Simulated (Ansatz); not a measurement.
# Supercells of twisted h-AlN/h-SiC alternating trilayer, 38.21° (42 atoms): plane waves and support functions

Wanted: cost and convergence against size for twisted h-AlN/h-SiC alternating trilayer, 38.21° (42 atoms).

Main program and level: Ansatz 0.2.0; Kohn-Sham DFT, PBE+D4, PAW (set soft_2), plane waves.

Most raw output is cut from this account.

## (1) The structure

The cell holds 42 atoms: 14 Al, 14 N, 7 Si and 7 C. Cell: a = 8.242 Å, b = 8.242 Å, c = 20.350 Å, α = 90.0°, β = 90.0°, γ = 120.0°. It derives from AlN and SiC. h-AlN (a = 3.13 Å) under h-SiC (a = 3.1 Å), alternating trilayer, commensurate cell of 7 unit cells a layer, twist 38.21 deg, both strained to the mean lattice constant; facing planes 3.16, 3.19 Å apart; 14 Å of vacuum; layers as built, displaced by a Gaussian of 0.01 Å. Regions: layer 1, 14 atoms (7 Al and 7 N); layer 2, 14 atoms (7 Si and 7 C); layer 3, 14 atoms (7 Al and 7 N). Vacuum lies along c.

Coordinates:

```xyz
42
Lattice="8.2415 0.0000 0.0000 -4.1208 7.1373 0.0000 0.0000 0.0000 20.3500" Properties=species:S:1:pos:R:3
Al    0.5781    1.7132    6.9947
N     1.7652    0.3671    6.9976
Al   -0.0021    4.7538    6.9998
N     1.1686    3.4138    6.9882
Al    3.5344    0.6608    6.9833
N     0.6074    6.4576    6.9896
Al    2.9506    3.7504    7.0024
N     4.1218    2.3899    7.0000
Al    2.3591    6.7843    6.9978
N     3.5339    5.4257    6.9882
Al    5.8678    2.7122    7.0130
N     7.0567    1.3650    6.9963
Al   -2.9461    5.7859    7.0305
N    -1.7585    4.4057    7.0126
Si    4.7257    0.6818   10.1544
C     4.1261    2.3912   10.1575
Si    2.3668    2.7096   10.1616
C     1.7477    4.4332   10.1538
Si   -2.3497    6.7880   10.1640
C     1.1804    1.3796   10.1620
Si   -0.0042    4.7551   10.1683
C    -0.5707    6.4611   10.1630
Si   -0.5852    1.6941   10.1483
C    -1.1690    3.4016   10.1699
Si    2.9223    5.7625   10.1538
C     6.4592    0.3349   10.1512
Si    5.2920    3.7308   10.1540
C     4.6889    5.4318   10.1669
Al    0.5899    1.7131   13.3468
N     1.7734    0.3150   13.3510
Al    0.0112    4.7413   13.3628
N     1.1608    3.3894   13.3451
Al    3.5264    0.6696   13.3514
N     0.5866    6.4588   13.3573
Al    2.9638    3.7299   13.3413
N     4.1076    2.3712   13.3341
Al    2.3559    6.7897   13.3437
N     3.5270    5.4405   13.3421
Al    5.8832    2.7097   13.3571
N     7.0792    1.3539   13.3524
Al   -2.9440    5.7581   13.3612
N    -1.7573    4.4242   13.3319
```

Limits known from the start: Beside vacuum, support functions can miss their usual error bounds without a warning.

## (2) Plane waves, typed cell on a dense mesh

The typed cell on a k-mesh is the yardstick: it samples like Γ on the cell repeated as often as the mesh has points along each axis. Its own convergence isn't tested.

input.yaml reads:

```yaml
crystal:
  lattice:
    - [8.2415, 0.0, 0.0]
    - [-4.12075, 7.13735, 0.0]
    - [0.0, 0.0, 20.35]
  atoms:
    - { symbol: Al, position: [0.19017, 0.24004, 0.34372] }
    - { symbol: "N", position: [0.2399, 0.05143, 0.34386] }
    - { symbol: Al, position: [0.33277, 0.66604, 0.34397] }
    - { symbol: "N", position: [0.38095, 0.4783, 0.3434] }
    [... 32 atom lines left out ...]
    - { symbol: Al, position: [0.7615, 0.95129, 0.65571] }
    - { symbol: "N", position: [0.80909, 0.76226, 0.65563] }
    - { symbol: Al, position: [0.90368, 0.37965, 0.65637] }
    - { symbol: "N", position: [0.95382, 0.18969, 0.65614] }
    - { symbol: Al, position: [0.04616, 0.80675, 0.65657] }
    - { symbol: "N", position: [0.0967, 0.61986, 0.65513] }
kpoints:
  mp_grid: { grid: [3, 3, 1] }
hamiltonian:
  xc: pbe
  dispersion: d4
scf:
  occupations: { method: fixed }
output:
  forces: true
  populations: true
  dos:
    method: { smearing: { sigma: 0.08 } }
    de: 0.1
    projected:
      site_lists:
        Al: [Al]
        C: [C]
        "N": ["N"]
        Si: [Si]
        layer_1: [0, 1, 2, 3, 4, 5, 6, 7, 8, 9, 10, 11, 12, 13]
        layer_2: [14, 15, 16, 17, 18, 19, 20, 21, 22, 23, 24, 25, 26, 27]
        layer_3: [28, 29, 30, 31, 32, 33, 34, 35, 36, 37, 38, 39, 40, 41]
  eigenvalues: true
```

Launch:

```bash
$ ansatz run input.yaml --threads 4 --pin off --max-ram 15872MiB --backend cpu --events-out ev --progress --plain --runs-dir out
```

The job ended after 47 s (4 threads of Arm Neoverse V1, shared host; peak memory 3.1 GiB; 3.1 min of CPU time).

The program notes that the dispersion model switches parameters near this geometry.

The run gave:

- free energy: -19136.5974 eV
- free energy per atom: -455.6333 eV/atom
- SCF cycles: 8
- r.m.s. force component: 0.3597 eV/Å
- longest force: 1.077 eV/Å
- Fermi energy: 0.08024 eV
- gap (highest filled to lowest empty level): 1.556 eV
- spilling of the projection: 0.01027

The r.m.s. force component of 0.36 eV/Å sets the scale for the differences below.

## (3) Plane waves, 42 atoms

The typed cell is solved at Γ alone, the coarsest sampling of the series.

input.yaml, the sections that differ from step 2:

```yaml
kpoints:
  mp_grid: { grid: [1, 1, 1] }
output:
  forces: true
  eigenvalues: true
# crystal, hamiltonian, scf: as in step 2
```

Run time: 4.4 s. Hardware: 4 threads; peak memory 0.98 GiB; 16 s of CPU time.

It converged in 9 SCF cycles; the log is left out.

The energy lies 37.0 meV/atom below the dense-mesh reference.

## (4) Support functions, 42 atoms

The typed cell is solved at Γ alone, now in support functions.

This step: Kohn-Sham DFT, PBE+D4, PAW (set soft_2), localised support functions (medium) (Ansatz 0.2.0).

Changes to input.yaml since step 3:

```diff
@@ -14,2 +14,5 @@
   occupations: { method: fixed }
+  eigensolver: { kind: { support_functions: { accuracy: medium } } }
+  mixing: { beta: 0.4 }
+  max_iter: 150
 output:
```

Elapsed: 88 s, on 4 threads; peak memory 2.9 GiB; 5.7 min of CPU time.

The program notes that the band table was not solved further than the SCF left it and it switched symmetry off.

It converged in 16 SCF cycles; the log is left out.

The energy lies 39.5 meV/atom below the dense-mesh reference, and 2.5 meV/atom below plane waves of the same size, an offset between the two bases that leaves the sampling error alike.

## (5) Plane waves, 168 atoms

The cell is repeated and solved at Γ in plane waves, whose cost grows towards the cube of the size.

This step: Kohn-Sham DFT, PBE+D4, PAW (set soft_2), plane waves (Ansatz 0.2.0).

input.yaml, the sections that differ from step 4:

```yaml
crystal:
  lattice:
    - [8.2415, 0.0, 0.0]
    - [-4.12075, 7.13735, 0.0]
    - [0.0, 0.0, 20.35]
  atoms:
    [... the 42 atom lines of step 2 ...]
  supercell: [2, 2, 1]
scf:
  occupations: { method: fixed }
# kpoints, hamiltonian, output: as in step 4
```

Elapsed: 80 s, on 4 threads; peak memory 6.3 GiB.

The energy lies 0.595 meV/atom above the dense-mesh reference.

## (6) Support functions, 168 atoms

The repeated cell is solved at Γ in support functions.

This step: Kohn-Sham DFT, PBE+D4, PAW (set soft_2), localised support functions (medium) (Ansatz 0.2.0).

Changes to input.yaml since step 5:

```diff
@@ -15,2 +15,5 @@
   occupations: { method: fixed }
+  eigensolver: { kind: { support_functions: { accuracy: medium } } }
+  mixing: { beta: 0.4 }
+  max_iter: 150
 output:
```

It took 5.4 min on 4 threads; peak memory 8.2 GiB; 21 min of CPU time.

It converged in 14 SCF cycles; the log is left out.

The energy lies 1.97 meV/atom below the dense-mesh reference, and 2.6 meV/atom below plane waves of the same size, an offset between the two bases that leaves the sampling error alike.

## (7) Support functions, 378 atoms

input.yaml, the sections that differ from step 6:

```yaml
crystal:
  lattice:
    - [8.2415, 0.0, 0.0]
    - [-4.12075, 7.13735, 0.0]
    - [0.0, 0.0, 20.35]
  atoms:
    [... the 42 atom lines of step 2 ...]
  supercell: [3, 3, 1]
scf:
  occupations: { method: fixed }
  eigensolver: { kind: { support_functions: { accuracy: medium } } }
  mixing: { beta: 0.2 }
  max_iter: 150
# kpoints, hamiltonian, output: as in step 6
```

Elapsed: 16 min, on 4 threads; peak memory 13 GiB.

The energy lies 2.60 meV/atom below the dense-mesh reference.

## (8) Cost and error against size

Differences are against the typed cell on a 3×3×1 mesh, which samples like Γ on 378 atoms (r.m.s. force component 0.360 eV/Å, gap 1.56 eV). Every repeated cell is solved at Γ, and forces are averaged over the copies of each atom. Hardware: 4 threads of Arm Neoverse V1, shared host.

```
atoms  repeats              basis  Δ force, r.m.s. (meV/Å)  Δ energy (meV/atom)  less plane waves of the same size (meV/atom)  gap (eV)  spread among copies (meV/Å)  SCF cycles     time  host memory (GiB)
   42    1×1×1        plane waves                     35.9                -37.0                                             -                    2.53                            -           9    4.4 s               0.98
   42    1×1×1  support functions                     35.8                -39.5                                          -2.5                    2.53                            -          16     88 s                2.9
  168    2×2×1        plane waves                     3.10                0.595                                             -                    1.46                            0           9     80 s                6.3
  168    2×2×1  support functions                     3.16                -1.97                                          -2.6                    1.46                        0.079          14  5.4 min                8.2
  378    3×3×1  support functions                    0.212                -2.60                                             -                    1.56                        0.064          20   16 min                 13
```

## (9) The reference in detail

With the settings judged, the reference run is read for its physics.

Length of the force by element:

```
element  coordination  atoms  mean length of the force (eV/Å)  spread   least   most
     Al           all     14                            0.500   0.248  0.0956  0.987
      C           all      7                            0.695   0.145   0.506  0.943
      N           all     14                            0.593   0.213   0.242   1.08
     Si           all      7                            0.554   0.317   0.197   1.04
```

Löwdin charges by element (they lack the spilled electrons, 0.041 e an atom on average):

```
element  coordination  atoms  mean charge (e)  spread   least    most
     Al           all     14             1.14   0.004    1.14    1.15
      C           all      7            -0.96  0.0116  -0.979  -0.949
      N           all     14            -1.08  0.0038   -1.09   -1.08
     Si           all      7             1.08  0.0104    1.06    1.10
```

By region:

```
 region  atoms  mean length of the force (eV/Å)
layer 1     14                            0.538
layer 2     14                            0.625
layer 3     14                            0.555
```

Density of states as counts of states in windows of 1 eV (from the Fermi level), total and the larger projections:

```
from (eV)  to (eV)  total   N p  layer 2  layer 3  layer 1  C p  Al p
      -10       -9    0.0   0.0      0.0      0.0      0.0  0.0   0.0
       -9       -8    1.5   0.0      1.5      0.0      0.0  0.8   0.0
       -8       -7    4.3   0.0      4.2      0.0      0.0  2.1   0.0
       -7       -6    4.3   0.0      4.2      0.0      0.0  2.2   0.0
       -6       -5   10.4   5.5      2.2      4.1      4.0  1.2   0.9
       -5       -4   20.7   9.0      7.2      6.7      6.8  3.9   1.9
       -4       -3   19.1   8.7      7.3      5.9      5.9  4.6   1.8
       -3       -2   26.8  15.2      7.2      9.9      9.5  5.1   3.4
       -2       -1   26.2  19.0      3.8     10.9     11.0  2.8   2.9
       -1        0   12.4   7.7      3.8      4.0      4.2  3.2   0.5
        0        1    0.2   0.1      0.1      0.1      0.1  0.1   0.0
        1        2    1.8   0.1      1.4      0.2      0.2  0.2   0.3
        2        3    5.9   0.4      3.6      0.9      0.9  0.7   0.5
        3        4   11.9   0.7      6.1      2.0      1.9  1.6   1.6
        4        5   18.2   1.8      3.6      5.7      5.2  1.1   7.3
```

The curve was stored every 0.100 eV, coarse against its broadening of 0.08 eV, so these counts are rough.

With fixed occupations the program's Fermi level is the highest filled level; weight inside the gap is the broadening of levels at its edges.

Between -15 and -10 eV lie 42 more states.

The levels nearest the highest filled one (over half full), pooled over k-points and spins:

```
level less the highest filled one (eV)  occupation
                                -0.440           2
                                -0.387           2
                               -0.0657           2
                               -0.0574           2
                               -0.0459           2
                                     0           2
                                  1.56           0
                                  1.66           0
                                  1.66           0
                                  1.70           0
                                  2.10           0
                                  2.11           0
```

Mean Löwdin charges: Al +1.14, C -0.96, N -1.08, Si +1.08 e (they miss 1.0 % of the electrons, so they add up to more than the cell's charge).

## (10) Outcome

```
free energy per atom                             : -455.6333 eV/atom
r.m.s. force component                           : 0.3597 eV/Å
gap (highest filled to lowest empty level) : 1.556 eV
wall time of the 6 DFT runs                      : 25 min
```

What this shows: Repeating the cell at Γ samples more k-points: in plane waves the energy difference from the dense mesh goes from -37.0 meV/atom at 42 atoms to 0.595 at 168, and the force difference from 36 to 3.1 meV/Å; the gap goes from 2.53 to 1.46 eV. At equal size the support functions lie 2.5 to 2.6 meV/atom below plane waves, likely because their grid holds more waves than 420 eV; no run tests this. At the largest size the support functions' forces differ from the reference by 0.059 % of the r.m.s. force, where they sample the same k-points.

Between filled and empty levels lie 1.56 eV (on the run's k-points); a semilocal functional tends to put such gaps too low.

**Limits.** The geometry was built by rule, was displaced at random and isn't relaxed at this level: its force components are 0.36 eV/Å r.m.s. The program warns that the dispersion model switches its C6 values near this geometry, which can put artefacts into forces and pressure.

[Logs are printed without paths, hosts, clocks, repeated set-up lines and the standing remarks that a program may print on its own settings, such as how far it seeks lower states.]

[Hosts, paths, dates, database ids (printed as entryN), source tags and the programs' standing remarks are cut or masked in the printed files.]
